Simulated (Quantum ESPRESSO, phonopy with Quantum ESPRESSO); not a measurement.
# Al (Fm-3m): a volume series of phonon spectra, part 5 of 6

Wanted: mode Grüneisen parameters of Al and a free-energy fit over volumes.

Measurements to reproduce:
- volume expansion coefficient 69 1e-6/K and heat capacity C_P per formula unit 24.2 J/mol/K near room temperature (given in “High-Throughput Prediction of Finite-Temperature Properties using the Quasi-Harmonic Approximation”, 2016, arXiv:1603.06924)

Quantum ESPRESSO 7.5; DFT PBEsol, scalar-relativistic, plane waves, PseudoDojo norm-conserving pseudopotentials.

So far, highest frequency (cm⁻¹): step 6 (lattice dynamics at this volume, V/V0 1) 339.

## Step 7: Ground state at this cell, V/V0 1.015

A tight ground state at this cell gives the energy of this member; its pressure is the stress at this cutoff, which can carry an offset from the finite basis.

This step: DFT PBEsol, scalar-relativistic, plane waves, PseudoDojo norm-conserving pseudopotentials (Quantum ESPRESSO 7.5).

System of this step: Al. It takes space group Fm-3m (No. 225, cubic). The conventional cell has a = 4.032 Å, b = 4.032 Å, c = 4.032 Å, α = 90.00°, β = 90.00°, γ = 90.00°. Al has 12 Al at 2.85 Å nearest.

Input file scf.in:

```
&CONTROL
  calculation = 'scf'
  prefix      = 'x'
  outdir      = './tmp'
  pseudo_dir  = './pseudo'
  tprnfor     = .true.
  tstress     = .true.
/
&SYSTEM
  ibrav       = 0
  nat         = 1
  ntyp        = 1
  ecutwfc     = 40.0
  occupations = 'smearing'
  smearing    = 'mv'
  degauss     = 0.02
/
&ELECTRONS
  conv_thr         = 1.0d-12
  mixing_beta      = 0.7
  electron_maxstep = 100
/
ATOMIC_SPECIES
 Al     26.9815  Al.upf
CELL_PARAMETERS angstrom
     0.000000000    2.016221934    2.016221934
     2.016221934    0.000000000    2.016221934
     2.016221934    2.016221934    0.000000000
ATOMIC_POSITIONS crystal
 Al     0.000000000   0.000000000   0.000000000
K_POINTS automatic
 16 16 16 0 0 0
```

The run is started by

```bash
$ OMP_NUM_THREADS=1 mpirun -n 8 pw.x -nk 8 -in scf.in > scf.out
```

The log of the run:

```text
[banner, memory and clock lines left out]
Program PWSCF v.7.5

     Message from routine setup:
     using ibrav=0 with symmetry is DISCOURAGED, use correct ibrav instead

     G-vector sticks info

     bravais-lattice index     =            0
     lattice parameter (alat)  =       5.3883  a.u.
     unit-cell volume          =     110.6220 (a.u.)^3
     number of atoms/cell      =            1
     number of atomic types    =            1
[...]
Total force =     0.000000     Total SCF correction =     0.000000

     Computing stress (Cartesian axis) and pressure

          total   stress  (Ry/bohr**3)                   (kbar)     P=      -11.98
  -0.00008145   0.00000000   0.00000000          -11.98        0.00        0.00
   0.00000000  -0.00008145  -0.00000000            0.00      -11.98       -0.00
  -0.00000000  -0.00000000  -0.00008145           -0.00       -0.00      -11.98

     XML data file, charge density, pseudopotentials, collected wavefunctions
[key lines of the parts left out:]
!    total energy              =      -4.64054021 Ry
the Fermi energy is     7.9738 ev
convergence has been achieved in   6 iterations
```

The job ended after 1.4 s (8 MPI ranks of Arm Neoverse V2, shared host).

The run ends at a pressure of -1.20 GPa.

## Step 8: A displaced supercell

One atom (for the harmonic constants) or a pair of atoms (for the cubic ones) is moved by a few hundredths of an ångström; the forces on all atoms give a column of force constants. The threshold is tight because the forces are small.

System of this step: Al. The structure is orthorhombic, space group Imm2 (No. 44). Conventional cell: a = 8.554 Å, b = 12.097 Å, c = 8.554 Å, α = 90.00°, β = 90.00°, γ = 90.00°. Nearest to Al lie 12 Al at 2.83 to 2.87 Å. Al has 12 Al at 2.83 to 2.85 Å nearest. Nearest to Al lie 12 Al at 2.85 to 2.87 Å. Al has 12 Al at 2.84 to 2.85 Å nearest. Al has 12 Al at 2.85 Å nearest. Nearest to Al lie 12 Al at 2.85 to 2.86 Å.

Input file disp-00001.in:

```
&CONTROL
  calculation = 'scf'
  prefix      = 'x'
  outdir      = './tmp'
  pseudo_dir  = './pseudo'
  tprnfor     = .true.
  disk_io     = 'none'
/
&SYSTEM
  ibrav       = 0
  nat         = 27
  ntyp        = 1
  ecutwfc     = 40.0
  occupations = 'smearing'
  smearing    = 'mv'
  degauss     = 0.02
/
&ELECTRONS
  conv_thr         = 1.0d-11
  mixing_beta      = 0.7
  electron_maxstep = 100
/
ATOMIC_SPECIES
 Al     26.9815  Al.upf
CELL_PARAMETERS angstrom
     0.000000000    6.048665803    6.048665803
     6.048665803    0.000000000    6.048665803
     6.048665803    6.048665803    0.000000000
ATOMIC_POSITIONS crystal
 Al     0.002338059   0.000000000   0.000000000
 Al     0.333333333   0.000000000   0.000000000
 Al     0.666666667   0.000000000   0.000000000
 Al     0.000000000   0.333333333   0.000000000
 Al     0.333333333   0.333333333   0.000000000
 Al     0.666666667   0.333333333   0.000000000
 Al     0.000000000   0.666666667   0.000000000
 Al     0.333333333   0.666666667   0.000000000
 Al     0.666666667   0.666666667   0.000000000
 Al     0.000000000   0.000000000   0.333333333
 Al     0.333333333   0.000000000   0.333333333
 Al     0.666666667   0.000000000   0.333333333
 Al     0.000000000   0.333333333   0.333333333
 Al     0.333333333   0.333333333   0.333333333
 Al     0.666666667   0.333333333   0.333333333
 Al     0.000000000   0.666666667   0.333333333
 Al     0.333333333   0.666666667   0.333333333
 Al     0.666666667   0.666666667   0.333333333
 Al     0.000000000   0.000000000   0.666666667
 Al     0.333333333   0.000000000   0.666666667
 Al     0.666666667   0.000000000   0.666666667
 Al     0.000000000   0.333333333   0.666666667
 Al     0.333333333   0.333333333   0.666666667
 Al     0.666666667   0.333333333   0.666666667
 Al     0.000000000   0.666666667   0.666666667
 Al     0.333333333   0.666666667   0.666666667
 Al     0.666666667   0.666666667   0.666666667
K_POINTS automatic
 5 5 5 0 0 0
```

The run is started by

```bash
$ OMP_NUM_THREADS=1 mpirun -n 8 pw.x -nk 8 -in disp-00001.in > disp-00001.out
```

The log of the run:

```text
[banner, memory and clock lines left out]
Program PWSCF v.7.5

     Message from routine setup:
     using ibrav=0 with symmetry is DISCOURAGED, use correct ibrav instead

     G-vector sticks info

     bravais-lattice index     =            0
     lattice parameter (alat)  =      16.1649  a.u.
     unit-cell volume          =    2986.7947 (a.u.)^3
     number of atoms/cell      =           27
     number of atomic types    =            1
[...]
atom    2 type  1   force =     0.00000000    0.00076772    0.00076772
     atom    3 type  1   force =     0.00000000    0.00070025    0.00070025
[...]
atom   26 type  1   force =     0.00000123    0.00000908    0.00000908
     atom   27 type  1   force =     0.00000267   -0.00001134   -0.00001134

     Total force =     0.004282     Total SCF correction =     0.000003
     Message from routine punch:
     Nothing written, as per user request (disk_io='none')
[key lines of the parts left out:]
!    total energy              =    -125.28684162 Ry
the Fermi energy is     8.0360 ev
convergence has been achieved in  13 iterations
```

Elapsed: 2.8 min, on 8 MPI ranks.

## Step 9: Phonons, V/V0 1.015

This step: DFT PBEsol, scalar-relativistic, plane waves, PseudoDojo norm-conserving pseudopotentials (phonopy with Quantum ESPRESSO 4.10.0 / 7.5).

Wall time 2.8 min (8 threads).

No mode is imaginary beyond numerical noise along the path.

The time given is that of the one pw.x run on a displaced cell behind this step.

## Step 10: Ground state at this cell, V/V0 0.985

A tight ground state at this cell gives the energy of this member; its pressure is the stress at this cutoff, which can carry an offset from the finite basis.

This step: DFT PBEsol, scalar-relativistic, plane waves, PseudoDojo norm-conserving pseudopotentials (Quantum ESPRESSO 7.5).

System of this step: Al. It takes space group Fm-3m (No. 225, cubic). The conventional cell has a = 3.992 Å, b = 3.992 Å, c = 3.992 Å, α = 90.00°, β = 90.00°, γ = 90.00°. Nearest to Al lie 12 Al at 2.82 Å.

Changes to scf.in since step 7:

```diff
@@ -25,5 +25,5 @@
 CELL_PARAMETERS angstrom
-     0.000000000    2.016221934    2.016221934
-     2.016221934    0.000000000    2.016221934
-     2.016221934    2.016221934    0.000000000
+     0.000000000    1.996158693    1.996158693
+     1.996158693    0.000000000    1.996158693
+     1.996158693    1.996158693    0.000000000
 ATOMIC_POSITIONS crystal
```

The run is started by

```bash
$ OMP_NUM_THREADS=1 mpirun -n 8 pw.x -nk 8 -in scf.in > scf.out
```

The log of the run:

```text
[banner, memory and clock lines left out]
Program PWSCF v.7.5

     Message from routine setup:
     using ibrav=0 with symmetry is DISCOURAGED, use correct ibrav instead

     G-vector sticks info

     bravais-lattice index     =            0
     lattice parameter (alat)  =       5.3347  a.u.
     unit-cell volume          =     107.3524 (a.u.)^3
     number of atoms/cell      =            1
     number of atomic types    =            1
[...]
Total force =     0.000000     Total SCF correction =     0.000000

     Computing stress (Cartesian axis) and pressure

          total   stress  (Ry/bohr**3)                   (kbar)     P=       13.00
   0.00008838   0.00000000  -0.00000000           13.00        0.00       -0.00
   0.00000000   0.00008838   0.00000000            0.00       13.00        0.00
  -0.00000000   0.00000000   0.00008838           -0.00        0.00       13.00

     XML data file, charge density, pseudopotentials, collected wavefunctions
[key lines of the parts left out:]
!    total energy              =      -4.64053409 Ry
the Fermi energy is     8.2906 ev
convergence has been achieved in   6 iterations
```

It took 1.4 s on 8 MPI ranks.

The run ends at a pressure of 1.30 GPa.

## Step 11: Forces on a displaced cell

One atom (for the harmonic constants) or a pair of atoms (for the cubic ones) is moved by a few hundredths of an ångström; the forces on all atoms give a column of force constants. The threshold is tight because the forces are small.

System of this step: Al. Symmetry: Imm2, No. 44, orthorhombic system. Conventional cell: a = 8.469 Å, b = 11.977 Å, c = 8.469 Å, α = 90.00°, β = 90.00°, γ = 90.00°. Al has 12 Al at 2.80 to 2.84 Å nearest. Al has 12 Al at 2.80 to 2.82 Å nearest. Nearest to Al lie 12 Al at 2.82 to 2.84 Å. Nearest to Al lie 12 Al at 2.81 to 2.82 Å. Nearest to Al lie 12 Al at 2.82 Å. Al has 12 Al at 2.82 to 2.83 Å nearest.

Changes to disp-00001.in since step 8:

```diff
@@ -25,7 +25,7 @@
 CELL_PARAMETERS angstrom
-     0.000000000    6.048665803    6.048665803
-     6.048665803    0.000000000    6.048665803
-     6.048665803    6.048665803    0.000000000
+     0.000000000    5.988476080    5.988476080
+     5.988476080    0.000000000    5.988476080
+     5.988476080    5.988476080    0.000000000
 ATOMIC_POSITIONS crystal
- Al     0.002338059   0.000000000   0.000000000
+ Al     0.002361558   0.000000000   0.000000000
  Al     0.333333333   0.000000000   0.000000000
```

The run is started by

```bash
$ OMP_NUM_THREADS=1 mpirun -n 8 pw.x -nk 8 -in disp-00001.in > disp-00001.out
```

The log of the run:

```text
[banner, memory and clock lines left out]
Program PWSCF v.7.5

     Message from routine setup:
     using ibrav=0 with symmetry is DISCOURAGED, use correct ibrav instead

     G-vector sticks info

     bravais-lattice index     =            0
     lattice parameter (alat)  =      16.0041  a.u.
     unit-cell volume          =    2898.5150 (a.u.)^3
     number of atoms/cell      =           27
     number of atomic types    =            1
[...]
atom    2 type  1   force =    -0.00000000    0.00085905    0.00085905
     atom    3 type  1   force =     0.00000000    0.00078685    0.00078685
[...]
atom   26 type  1   force =     0.00000104    0.00000721    0.00000721
     atom   27 type  1   force =     0.00000283   -0.00000994   -0.00000994

     Total force =     0.004822     Total SCF correction =     0.000002
     Message from routine punch:
     Nothing written, as per user request (disk_io='none')
[key lines of the parts left out:]
!    total energy              =    -125.28687178 Ry
the Fermi energy is     8.3543 ev
convergence has been achieved in  13 iterations
```

The job ended after 2.4 min (8 MPI ranks; 19 min of CPU time).

## Step 12: Lattice dynamics at this volume, V/V0 0.985

This step: DFT PBEsol, scalar-relativistic, plane waves, PseudoDojo norm-conserving pseudopotentials (phonopy with Quantum ESPRESSO 4.10.0 / 7.5).

Run time: 2.4 min. Hardware: 8 threads; 19 min of CPU time.

No mode is imaginary beyond numerical noise along the path.

The time given is that of the one pw.x run on a displaced cell behind this step.

## Step 13: Ground state at this cell, V/V0 1.03

A tight ground state at this cell gives the energy of this member; its pressure is the stress at this cutoff, which can carry an offset from the finite basis.

This step: DFT PBEsol, scalar-relativistic, plane waves, PseudoDojo norm-conserving pseudopotentials (Quantum ESPRESSO 7.5).

System of this step: Al. The structure is cubic, space group Fm-3m (No. 225). The conventional cell has a = 4.052 Å, b = 4.052 Å, c = 4.052 Å, α = 90.00°, β = 90.00°, γ = 90.00°. Al has 12 Al at 2.87 Å nearest.

Changes to scf.in since step 10:

```diff
@@ -25,5 +25,5 @@
 CELL_PARAMETERS angstrom
-     0.000000000    1.996158693    1.996158693
-     1.996158693    0.000000000    1.996158693
-     1.996158693    1.996158693    0.000000000
+     0.000000000    2.026105533    2.026105533
+     2.026105533    0.000000000    2.026105533
+     2.026105533    2.026105533    0.000000000
 ATOMIC_POSITIONS crystal
```

The run is started by

```bash
$ OMP_NUM_THREADS=1 mpirun -n 8 pw.x -nk 8 -in scf.in > scf.out
```

The log of the run:

```text
[banner, memory and clock lines left out]
Program PWSCF v.7.5

     Message from routine setup:
     using ibrav=0 with symmetry is DISCOURAGED, use correct ibrav instead

     G-vector sticks info

     bravais-lattice index     =            0
     lattice parameter (alat)  =       5.4147  a.u.
     unit-cell volume          =     112.2568 (a.u.)^3
     number of atoms/cell      =            1
     number of atomic types    =            1
[...]
Total force =     0.000000     Total SCF correction =     0.000000

     Computing stress (Cartesian axis) and pressure

          total   stress  (Ry/bohr**3)                   (kbar)     P=      -22.99
  -0.00015630   0.00000000   0.00000000          -22.99        0.00        0.00
   0.00000000  -0.00015630   0.00000000            0.00      -22.99        0.00
   0.00000000   0.00000000  -0.00015630            0.00        0.00      -22.99

     XML data file, charge density, pseudopotentials, collected wavefunctions
[key lines of the parts left out:]
!    total energy              =      -4.64034587 Ry
the Fermi energy is     7.8210 ev
convergence has been achieved in   6 iterations
```

The job ended after 1.4 s (8 MPI ranks; 10 s of CPU time).

The run ends at a pressure of -2.30 GPa.

## Step 14: Forces on a displaced cell

One atom (for the harmonic constants) or a pair of atoms (for the cubic ones) is moved by a few hundredths of an ångström; the forces on all atoms give a column of force constants. The threshold is tight because the forces are small.

System of this step: Al. Symmetry: Imm2, No. 44, orthorhombic system. The conventional cell has a = 8.596 Å, b = 12.157 Å, c = 8.596 Å, α = 90.00°, β = 90.00°, γ = 90.00°. Nearest to Al lie 12 Al at 2.85 to 2.89 Å. Al has 12 Al at 2.85 to 2.87 Å nearest. Al has 12 Al at 2.87 to 2.89 Å nearest. Al has 12 Al at 2.86 to 2.87 Å nearest. Nearest to Al lie 12 Al at 2.87 Å. Al has 12 Al at 2.87 to 2.88 Å nearest.

Changes to disp-00001.in since step 11:

```diff
@@ -25,7 +25,7 @@
 CELL_PARAMETERS angstrom
-     0.000000000    5.988476080    5.988476080
-     5.988476080    0.000000000    5.988476080
-     5.988476080    5.988476080    0.000000000
+     0.000000000    6.078316599    6.078316599
+     6.078316599    0.000000000    6.078316599
+     6.078316599    6.078316599    0.000000000
 ATOMIC_POSITIONS crystal
- Al     0.002361558   0.000000000   0.000000000
+ Al     0.002326653   0.000000000   0.000000000
  Al     0.333333333   0.000000000   0.000000000
```

The run is started by

```bash
$ OMP_NUM_THREADS=1 mpirun -n 8 pw.x -nk 8 -in disp-00001.in > disp-00001.out
```

The log of the run:

```text
[banner, memory and clock lines left out]
Program PWSCF v.7.5

     Message from routine setup:
     using ibrav=0 with symmetry is DISCOURAGED, use correct ibrav instead

     G-vector sticks info

     bravais-lattice index     =            0
     lattice parameter (alat)  =      16.2442  a.u.
     unit-cell volume          =    3030.9345 (a.u.)^3
     number of atoms/cell      =           27
     number of atomic types    =            1
[...]
atom    2 type  1   force =     0.00000000    0.00072516    0.00072516
     atom    3 type  1   force =     0.00000000    0.00065941    0.00065941
[...]
atom   26 type  1   force =     0.00000141    0.00001026    0.00001026
     atom   27 type  1   force =     0.00000257   -0.00001195   -0.00001195

     Total force =     0.004030     Total SCF correction =     0.000003
     Message from routine punch:
     Nothing written, as per user request (disk_io='none')
[key lines of the parts left out:]
!    total energy              =    -125.28149738 Ry
the Fermi energy is     7.8827 ev
convergence has been achieved in  13 iterations
```

Elapsed: 3 min, on 8 MPI ranks.

## Step 15: Lattice dynamics at this volume, V/V0 1.03

This step: DFT PBEsol, scalar-relativistic, plane waves, PseudoDojo norm-conserving pseudopotentials (phonopy with Quantum ESPRESSO 4.10.0 / 7.5).

Run time: 3 min. Hardware: 8 threads; 24 min of CPU time.

No mode is imaginary beyond numerical noise along the path.

The time given is that of the one pw.x run on a displaced cell behind this step.

## Step 16: Ground state at this cell, V/V0 0.97

A tight ground state at this cell gives the energy of this member; its pressure is the stress at this cutoff, which can carry an offset from the finite basis.

This step: DFT PBEsol, scalar-relativistic, plane waves, PseudoDojo norm-conserving pseudopotentials (Quantum ESPRESSO 7.5).

System of this step: Al. It takes space group Fm-3m (No. 225, cubic). The conventional cell has a = 3.972 Å, b = 3.972 Å, c = 3.972 Å, α = 90.00°, β = 90.00°, γ = 90.00°. Al has 12 Al at 2.81 Å nearest.

Changes to scf.in since step 13:

```diff
@@ -25,5 +25,5 @@
 CELL_PARAMETERS angstrom
-     0.000000000    2.026105533    2.026105533
-     2.026105533    0.000000000    2.026105533
-     2.026105533    2.026105533    0.000000000
+     0.000000000    1.985974033    1.985974033
+     1.985974033    0.000000000    1.985974033
+     1.985974033    1.985974033    0.000000000
 ATOMIC_POSITIONS crystal
```

The run is started by

```bash
$ OMP_NUM_THREADS=1 mpirun -n 8 pw.x -nk 8 -in scf.in > scf.out
```

The log of the run:

```text
[banner, memory and clock lines left out]
Program PWSCF v.7.5

     Message from routine setup:
     using ibrav=0 with symmetry is DISCOURAGED, use correct ibrav instead

     G-vector sticks info

     bravais-lattice index     =            0
     lattice parameter (alat)  =       5.3075  a.u.
     unit-cell volume          =     105.7176 (a.u.)^3
     number of atoms/cell      =            1
     number of atomic types    =            1
[...]
Total force =     0.000000     Total SCF correction =     0.000000

     Computing stress (Cartesian axis) and pressure

          total   stress  (Ry/bohr**3)                   (kbar)     P=       27.14
   0.00018449  -0.00000000  -0.00000000           27.14       -0.00       -0.00
  -0.00000000   0.00018449  -0.00000000           -0.00       27.14       -0.00
   0.00000000  -0.00000000   0.00018449            0.00       -0.00       27.14

     XML data file, charge density, pseudopotentials, collected wavefunctions
[key lines of the parts left out:]
!    total energy              =      -4.64031067 Ry
the Fermi energy is     8.4550 ev
convergence has been achieved in   6 iterations
```

Elapsed: 1.5 s, on 8 MPI ranks; 11 s of CPU time.

The run ends at a pressure of 2.71 GPa.

[end of part 5 of 6]

[Logs are printed without paths, hosts, clocks, repeated set-up lines and the standing remarks that a program may print on its own settings, such as how far it seeks lower states.]

[Hosts, paths, dates, database ids (printed as entryN), source tags and the programs' standing remarks are cut or masked in the printed files.]

[A step with changed settings may run another functional than the one named; its input shows which.]

[Of the runs on displaced cells, only some may be shown.]
